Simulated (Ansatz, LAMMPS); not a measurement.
# Forces and charges in glassy 63SiO2-14B2O3-11Na2O-11CaO (mol %) (111 atoms), part 2 of 2

Aim: energy, forces, charges and density of states of glassy 63SiO2-14B2O3-11Na2O-11CaO (mol %) (111 atoms) at a fixed geometry.

Ansatz 0.2.0; Kohn-Sham DFT, PBEsol, PAW (set soft_2), plane waves.

The cell: 22 Si, 10 B, 8 Na, 4 Ca and 67 O. The quench rate of 300 K/ps is orders of magnitude faster than experiment. The network of bonds at the start is that of the classical potential that made the cell. The Brillouin zone is sampled at Γ only, in a cell whose shortest periodic width is 11 Å.

So far. Step 3 (Plane-wave single point): Between -26 and -18 eV lie 195 more states.

## (3) Plane-wave single point (continued)

Valence density in the ac plane at fractional y = 0.337, with atoms of Si and B and Na and O within 0.2 Å of it. It is the smooth field of the valence electrons, not physical close to the nuclei.

Ten steps, logarithmic in the rise over the least value, from '_' (0 e/Å³) to '@' (14 e/Å³), each cell a mean:
```
______....____________________________..--++**++==::::::--::....
______________________________________....--------::..........__
__________________________________________....::----::::....____
____________________________________..______..--++++++--::::..__
..__________________________________________..--**##**++----::::
==::..__......................______________..::==++++==--==++++
##==::....::::::::::::======--..______________..::::::::--++##%%
##==::....::::::..::==++##**==::______________________..::==##%%
==::..__..::::....::--++**++--..__________________....__..::====
..______..::--==----::::--::..________________..::::::..........
________..--++****==::..____________________..::--====::..______
________..==##%%##++::________::++**==..____..::==++==--..______
________..--++##**==::..____..++@@@@%%--____..::------::....____
..______..::--====--::..____..==%%@@##--____..::::::::::::::::::
::......::------::----::..____..----::______..::::::..::--==++==
--::::==**##**++----::::..__________________..::::::::::--++**++
::::--++##%%##++::......____________________............::--==--
::::::==++**++--..______________________________________......::
::::::::::::::....__________________________________________....
====--::..__..--++++::______________________________________::--
****==::..__::**@@@@**..__________________________________..--++
**++--::____::**@@@@**..__________________......__________..::==
----::....____::----..________________..::--==--::......::::::::
............__________________________..--++**++==::..::----::..
```
Columns run along a (11.3 Å), rows up along c (11.3 Å). Atoms in or near the plane, at fractional coordinates: Si at (0.25, 0.65), B at (0.26, 0.39), Na at (0.53, 0.46), Na at (0.27, 0.12), O at (0.23, 0.51), O at (0.16, 0.31), O at (0.98, 0.70).

Electrostatic potential energy in the ac plane at fractional y = 0.337, with atoms of Si and B and Na and O within 0.2 Å of it. With pseudopotentials it is smooth inside the atoms' cores, unlike the true potential.

Ten even steps from '0' (-43 eV) to '9' (10 eV), each cell a mean:
```
99999999999999999999963567899999
99999999999999999999998766789999
99999999999999999999999877889999
99999999999999999999999964677789
99999999999999999999999841242268
79999998889999999999999975551145
27999864468877999999999999876510
17998730016423899999999999998720
79998720016645899999999999999986
99999863358999999999999999999999
99999852389999998889999997899999
99999820169999986468999987799999
99999952379999851017899987789999
99999985237999861037899852258999
99999871005899987678999720016768
89984234237999999999999741137646
87761016889999999999999987678888
76675469999999999999999999999998
87789999999999999999999999999999
77899997557899999999999999999999
23899984004899999999999999999996
45899984005899999999999999999997
88999998778999999999987899999998
99999999999999999999842488999999
```
Columns run along a (11.3 Å; values clipped at the 3rd and 97th percentile), rows up along c (11.3 Å). Atoms in or near the plane, at fractional coordinates: Si at (0.25, 0.65), B at (0.26, 0.39), Na at (0.53, 0.46), Na at (0.27, 0.12), O at (0.23, 0.51), O at (0.16, 0.31), O at (0.98, 0.70).

Mean Löwdin charges: B +0.56, Ca +1.77, Na +0.80, O -0.73, Si +1.70 e (they miss 1.2 % of the electrons, so they add up to more than the cell's charge).

## (4) Structure statistics

These statistics describe the geometry on which the runs were made.

Density 2.49 g/cm³, 12.89 Å³ an atom.

Pair distribution functions g(r), in bins of 0.2 Å:

| r (Å) | total | O-O | O-Si | O-B | O-Na | O-Ca | Si-Si |
| --- | --- | --- | --- | --- | --- | --- | --- |
| 1.30 | 0.29 | 0.00 | 0.00 | 2.69 | 0.00 | 0.00 | 0.00 |
| 1.50 | 1.71 | 0.00 | 1.72 | 11.94 | 0.00 | 0.00 | 0.00 |
| 1.70 | 2.62 | 0.00 | 10.94 | 0.00 | 0.00 | 0.00 | 0.00 |
| 1.90 | 0.00 | 0.00 | 0.00 | 0.00 | 0.00 | 0.00 | 0.00 |
| 2.10 | 0.04 | 0.00 | 0.00 | 0.00 | 0.22 | 0.45 | 0.00 |
| 2.30 | 0.53 | 1.04 | 0.00 | 0.00 | 0.78 | 1.96 | 0.00 |
| 2.50 | 1.23 | 2.38 | 0.12 | 0.13 | 2.03 | 3.10 | 0.00 |
| 2.70 | 1.71 | 3.24 | 0.26 | 0.11 | 1.62 | 1.71 | 0.62 |
| 2.90 | 0.94 | 1.16 | 0.09 | 0.98 | 1.40 | 0.77 | 1.60 |
| 3.10 | 0.81 | 0.61 | 0.60 | 0.35 | 1.10 | 0.46 | 3.45 |
| 3.30 | 0.84 | 0.61 | 0.89 | 1.08 | 0.79 | 0.57 | 1.12 |
| 3.50 | 1.05 | 0.78 | 1.67 | 1.10 | 0.60 | 0.34 | 0.19 |
| 3.70 | 1.05 | 0.44 | 1.58 | 1.67 | 1.08 | 1.10 | 0.52 |
| 3.90 | 1.16 | 0.84 | 1.57 | 1.94 | 1.12 | 0.42 | 0.78 |
| 4.10 | 1.05 | 0.60 | 1.52 | 1.22 | 1.07 | 1.51 | 1.25 |
| 4.30 | 1.00 | 1.02 | 1.07 | 0.64 | 0.52 | 1.61 | 1.79 |
| 4.50 | 0.91 | 1.14 | 0.71 | 0.71 | 1.16 | 1.16 | 0.46 |
| 4.70 | 0.99 | 1.29 | 0.67 | 0.57 | 0.96 | 1.07 | 1.37 |
| 4.90 | 1.02 | 1.29 | 0.53 | 0.82 | 1.56 | 1.50 | 1.17 |
| 5.10 | 1.00 | 1.23 | 0.80 | 0.79 | 1.22 | 1.05 | 0.89 |
| 5.30 | 1.01 | 1.12 | 0.96 | 0.91 | 1.10 | 0.53 | 0.75 |
| 5.50 | 0.95 | 0.82 | 1.04 | 1.44 | 0.66 | 0.77 | 0.93 |

Local excerpt of 14 atoms (numbers count through the whole input) about Si15, which bears the longest force; x, y, z are measured from there.

| atom | x | y | z | distance (Å) | Löwdin charge (e) | Fx | Fy | Fz (eV/Å) |
| --- | --- | --- | --- | --- | --- | --- | --- | --- |
| Si15 | 0.00 | 0.00 | 0.00 | 0.00 | 1.69 | 0.21 | 5.29 | 1.51 |
| O75 | -1.09 | -1.09 | -0.39 | 1.59 | -0.78 | 0.58 | -1.89 | 0.22 |
| O71 | 0.87 | -0.23 | 1.37 | 1.64 | -0.80 | 0.44 | -1.02 | 0.03 |
| O48 | -0.82 | 1.41 | 0.23 | 1.64 | -0.69 | -0.14 | -0.92 | -0.17 |
| O109 | 1.13 | 0.31 | -1.17 | 1.66 | -0.79 | -0.13 | -1.44 | -0.19 |
| Si14 | -2.71 | -1.33 | -0.57 | 3.07 | 1.66 | 0.85 | 2.66 | -2.89 |
| Si13 | 2.37 | 1.40 | -1.37 | 3.07 | 1.73 | -2.94 | 0.75 | -0.44 |
| B26 | -0.91 | 2.89 | 0.59 | 3.08 | 0.53 | -1.07 | -1.20 | 0.97 |
| Si16 | 1.67 | 0.28 | 2.72 | 3.21 | 1.74 | -2.12 | 0.03 | -0.61 |
| Na36 | 0.53 | -1.64 | -2.81 | 3.30 | 0.82 | -0.25 | 0.39 | -0.28 |
| O96 | 1.53 | 2.82 | -1.12 | 3.40 | -0.78 | 0.89 | -0.13 | 0.40 |
| O55 | -1.63 | -0.04 | 3.06 | 3.46 | -0.77 | 0.34 | 1.28 | 1.84 |
| O92 | -3.47 | 0.03 | -0.14 | 3.47 | -1.02 | -0.99 | 0.23 | 0.01 |
| O85 | 0.30 | 3.26 | 1.31 | 3.52 | -0.62 | 1.60 | 0.33 | 0.91 |

## (5) What came out

```
free energy per atom                             : -647.4546 eV/atom
pressure                                         : -2.984 GPa
r.m.s. force component                           : 1.077 eV/Å
gap (highest filled to lowest empty level) : 1.312 eV
wall time of the 1 DFT run                       : 20 s
```

**Reading.** Between filled and empty levels lie 1.31 eV (at Γ alone); a semilocal functional tends to put such gaps too low. In a disordered cell it changes from sample to sample, and tail or defect levels can set it.

What to keep in mind: The force components of 1.1 eV/Å r.m.s. reflect the temperature of the frame as well as the gap between the generating potential and DFT. The pressure of -3.0 GPa is that of one thermal frame, in which the classical model's bond lengths enter as well as the volume, without the kinetic term.

[Logs are printed without paths, hosts, clocks, repeated set-up lines and the standing remarks that a program may print on its own settings, such as how far it seeks lower states.]

[Hosts, paths, dates, database ids (printed as entryN), source tags and the programs' standing remarks are cut or masked in the printed files.]
